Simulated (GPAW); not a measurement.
# Near-edge structure at the O K edge of Ti2O (P-3m1), part 3 of 3

Aim: the near-edge shape at the O K edge of Ti2O (P-3m1), and what the core hole does to it.

GPAW 26.7.0; X-ray absorption from dipole matrix elements to empty bands, plane-wave PAW LDA.

So far. Step 5 (Spectrum with XCH, O atom 3): Main maxima below 24 eV (height): 1.0 eV (2.89), 6.6 eV (1.07) and 11.1 eV (1.77).  Step 5 (Spectrum with XCH, O atom 3): The total-energy difference is 536.16 eV. One term is added: -8.83 eV, since the hole is spin-paired here and a spin-polarised one costs that much less in the free atom (computed apart). The photon energy is then 527.33 eV.

## Step 7: Spectrum with XCH, O atom 3

A smaller cell brings the holes closer; here they are 2.9 Å apart.

Changed against the first core-hole run: supercell atoms from 12 to 3; the field's mesh follows (4×4×4 to 7×7×4).

Input file xas.py:

```python
import numpy as np
from ase import Atoms
from ase.parallel import parprint, paropen
from gpaw import GPAW, PW, FermiDirac, Mixer, MixerDif, setup_paths
from gpaw.test import gen
setup_paths.insert(0, '.')
gen('O', name='fch1s', xcname='LDA', corehole=(1, 0, 1), write_xml=True)
from gpaw.mpi import world
world.barrier()

atoms = Atoms('Ti2O',
    cell=[[1.4597, -2.52827456, 0],
     [-1.4597, -2.52827456, 0],
     [0, 0, -4.713]],
    scaled_positions=[[0.66666667, 0.66666667, 0.27874],
     [0.33333333, 0.33333333, 0.72126],
     [0, 0, 0]],
    pbc=True)
atoms.calc = calc = GPAW(legacy_gpaw=True, mode=PW(500, force_complex_dtype=True), xc='LDA', setups={2: 'fch1s'},
    kpts={'size': (7, 7, 4), 'gamma': True}, occupations=FermiDirac(0.1),
    charge=-1, mixer=Mixer(0.1, 5, 50), maxiter=150,
    convergence={'density': 0.0001, 'eigenstates': 1e-6}, txt='scf.txt')
energy = atoms.get_potential_energy() + calc.get_reference_energy()
ef = calc.get_fermi_level()
out = dict(energy=energy, fermi=ef, forces=atoms.get_forces().tolist())
parprint(f'all-electron energy {energy:.4f} eV, Fermi level {ef:.4f} eV')
ev = np.array([[calc.get_eigenvalues(k, s) for k in range(len(calc.get_ibz_k_points()))] for s in range(calc.get_number_of_spins())])
out['homo'], out['lumo'], out['counts'] = ev[ev < ef].max(), ev[ev > ef].min(), sorted(set((ev < ef).sum((0, 2)).tolist()))
out['filled'] = (ev[:, 0] < ef).sum(1).tolist()

from ase.units import Ha
from gpaw.xas import dipole_matrix_elements
nb = int(calc.get_number_of_electrons() / 2) + 34
top = nb
nscf = calc.fixed_density(kpts={'size': (9, 9, 5), 'gamma': True},
    convergence={'eigenstates': 1.0}, txt='nscf.txt')
nscf.diagonalize_full_hamiltonian(nbands=nb)
cell = atoms.cell.array
ops = [cell.T @ U.T @ np.linalg.inv(cell.T) for U in nscf.wfs.kd.symmetry.op_scc]
E = np.arange(-6, 34, 0.1)
fwhm = np.interp(E, [4, 25], [0.9, 3.5])
Y, X, zero, highest = 0, 0, 1e9, 1e9
for spin in range(nscf.get_number_of_spins()):
    wfs = nscf.wfs
    mine = wfs.bd.get_slice()  # this rank's bands
    A = dipole_matrix_elements(wfs.setups[2])
    eps = np.zeros((wfs.kd.nibzkpts, nb))
    d = np.zeros((3, A.shape[1], wfs.kd.nibzkpts, nb), complex)
    for kpt in wfs.kpt_u:
        if kpt.s == spin and 2 in kpt.P_ani:
            eps[kpt.k, mine] = kpt.eps_n * Ha
            d[:, :, kpt.k, mine] = (kpt.weight * wfs.nspins / 2) ** 0.5 * np.inner(A, kpt.P_ani[2])
    world.sum(eps)
    world.sum(d)
    T = np.einsum('amkn,bmkn->abkn', d, d.conj()).real
    T = sum(np.einsum('ai,ijkn,bj->abkn', R, T, R) for R in ops) / len(ops)
    empty = eps > ef
    zero, highest = min(zero, eps[empty].min()), min(highest, eps[:, top - 1].min())
    lines = [(eps, T, empty)] if spin == 0 else lines + [(eps, T, empty)]
for eps, T, empty in lines:
    f = np.einsum('aakn->akn', T).reshape(3, -1)
    x = eps.ravel() - zero
    w = np.interp(x, E, fwhm) / 2.35482
    g = np.exp(-0.5 * ((E[:, None] - x) / w) ** 2) / (w * (2 * np.pi) ** 0.5)
    Y = Y + (f * empty.ravel()) @ g.T
    X = X + (f * ~empty.ravel()) @ g.T
out.update(E=E.round(2).tolist(), xas=Y.tolist(), xes=X.tolist(), zero=zero, valid=highest - zero, nk=len(eps), nb=nb)
for i in range(0, len(E), 10):
    parprint(f'{E[i]:7.2f}', *(f'{v:10.3e}' for v in Y[:, i]))
import json
with paropen('out.json', 'w') as f:
    json.dump(out, f)
```

Command:

```console
$ OMP_NUM_THREADS=1 mpirun -n 4 gpaw python xas.py
```

Numbers of over 12 decimals in the logs are rounded to 6 here.

Output:

```text
Input parameters:
  charge: -1
  convergence: {density: 0.0001,
                eigenstates: 1e-06}
  kpts: {gamma: True,
         size: (7, 7, 4)}
  maxiter: 150
  mixer: {backend: pulay,
          beta: 0.1,
          method: separate,
          nmaxold: 5,
          weight: 50}
  mode: {ecut: 500.0,
         force_complex_dtype: True,
         name: pw}
  occupations: {fixmagmom: False,
[...]
*p    :    -0.067100
*d    :     0.000000
--------------------------------

Diagonalizing with gridspacing h=0.050

state   all-electron     PAW
-------------------------------
2s:      -1.594915    -1.596334
2p:      -1.067100    -1.073375
*d:                   -0.060686
*f:                   -0.013559
-------------------------------
all-electron energy -47865.7083 eV, Fermi level 11.3680 eV
[...]
32.00  5.224e-05  5.224e-05  5.839e-05
  33.00  4.502e-05  4.502e-05  7.622e-05
[key lines of the parts left out:]
Converged after 15 iterations.
Dipole moment: (0.000000, 0.000000, -0.000000) |e|*Ang
Free energy:    -40.608767
Fermi level: 11.36798
```

Elapsed: 38 s, on 4 MPI ranks of Intel Xeon Platinum 8375C at 2.90GHz (Ice Lake), shared host; peak memory 0.3 GiB.

These settings depart from the first run's and aren't meant as converged.

The scaled spectrum changes by 25 % r.m.s. The highest intensity below 16 eV goes from 1.0 eV (2.89) to 0.7 eV (2.47).

```tsv
E (eV)	first run	this run
-2.0	0.00	0.00
-0.5	0.09	0.19
1.0	2.89	2.32
2.5	1.46	1.69
4.0	0.92	0.92
5.5	0.81	0.92
7.0	1.02	0.72
8.5	0.59	0.64
10.0	1.12	1.76
11.5	1.65	1.06
13.0	0.88	0.66
14.5	0.53	0.49
16.0	0.46	0.52
17.5	0.54	0.63
19.0	0.61	0.57
20.5	0.61	0.59
22.0	0.68	0.72
23.5	0.77	0.86
25.0	0.86	1.07
26.5	1.03	1.26
28.0	1.16	1.21
29.5	1.07	1.00
31.0	0.93	0.86
```

## Step 8: With and without the hole

Both curves are counted from their own zero, so only the shift of weight within the empty states shows.

```tsv
E (eV)	no hole	XCH
-2.0	0.00	0.00
-1.0	0.00	0.00
0.0	0.21	0.73
1.0	1.72	2.89
2.0	1.93	1.46
3.0	1.70	1.48
4.0	1.80	0.92
5.0	0.78	0.70
6.0	0.81	0.95
7.0	1.04	1.02
8.0	0.91	0.75
9.0	0.54	0.57
10.0	0.62	1.12
11.0	1.25	1.77
12.0	1.62	1.36
13.0	1.27	0.88
14.0	0.93	0.62
15.0	0.61	0.48
16.0	0.49	0.46
17.0	0.49	0.51
18.0	0.51	0.58
19.0	0.53	0.61
20.0	0.50	0.61
21.0	0.48	0.62
22.0	0.51	0.68
23.0	0.57	0.74
24.0	0.62	0.80
25.0	0.65	0.86
26.0	0.68	0.96
27.0	0.76	1.09
28.0	0.85	1.16
29.0	0.90	1.12
30.0	0.90	1.02
31.0	0.88	0.93
32.0	0.86	0.90
```

With each curve scaled to its own mean, the area from −2 to 6 eV with the hole is 8.6 against 8.5, and the centre of weight from −1 to 20 eV moves by -0.3 eV (first and strongest maxima below 20 eV: 1.5 eV (2.26), 3.8 eV (1.89) and 11.8 eV (1.63) without the hole, 1.0 eV (2.89), 6.6 eV (1.07) and 11.1 eV (1.77) with it); the shape changes all the same, by 37 % r.m.s.

## Step 9: What came out

| Property | Result |
| --- | --- |
| absorber and edge | O K, atom 3 of the ground-state input (counted from 1) |
| surroundings | 6 Ti at 2.14 Å (octahedral, site symmetry -3m) |
| highest intensity below 16 eV | 1.0 eV above the zero, height 2.89 |
| photon energy of the zero, with the added terms | 527.3 eV (raw 536.2 eV; LDA puts this hole about 4 eV below PBE, itself good to a few eV) |

What this shows: The O K edge of atom 3, with 6 Ti at 2.14 Å (octahedral, site symmetry -3m), has its highest intensity of the first 16 eV at 1.0 eV above the zero, near 528 eV in photon energy (LDA puts this hole about 4 eV below PBE, itself good to a few eV), 2.9 times the mean level of the first 20 eV (Gaussian full width 0.9 eV up to 4 eV, rising linearly to 3.5 eV at 25 eV). With each curve scaled to its own mean, the area from −2 to 6 eV with the hole is 8.6 against 8.5, and the centre of weight from −1 to 20 eV moves by -0.3 eV (first and strongest maxima below 20 eV: 1.5 eV (2.26), 3.8 eV (1.89) and 11.8 eV (1.63) without the hole, 1.0 eV (2.89), 6.6 eV (1.07) and 11.1 eV (1.77) with it); the shape changes all the same, by 37 % r.m.s. A cell with holes 2.9 Å apart changes the curve by 25 % r.m.s. (21 % after the best shift). At the O K edge of atom 3 polarisation matters most near 11.1 eV, where the curves differ by 1.2 on this scale. The unit cell's mesh shows no gap over 0.35 eV. That is right for a metallic compound; for a small-gap or correlated insulator it would be the fault of the functional or of the assumed magnetic order, and the hole would be screened too well. The holes are only 5.5 Å apart, so the shape is probably not converged with cell size; no larger cell was run here. The mesh is coarse (0.28 Å⁻¹ between points), so small maxima may be mesh ripples. Lifetime broadening is put in by hand, and intensities beyond about 20 eV depend on it and on the partial waves; weight that the partial waves miss at high energy is lost. The structure is a published determination, not relaxed.

[Banner, clock and machine lines of the logs are left out without a mark of their own.]

[Logs are printed without paths, hosts, clocks, repeated set-up lines and the standing remarks that a program may print on its own settings, such as how far it seeks lower states.]

[Hosts, paths, dates, database ids (printed as entryN), source tags and the programs' standing remarks are cut or masked in the printed files.]

[Lists of maxima count a maximum above −3 eV only where it reaches 4 % of the highest in the window and stands out from its surroundings by 2 % of it (1.5 % where it reaches 55 %); shoulders and weaker maxima are passed over, and of the rest the first, up to two pre-edge ones and the few strongest are named.]
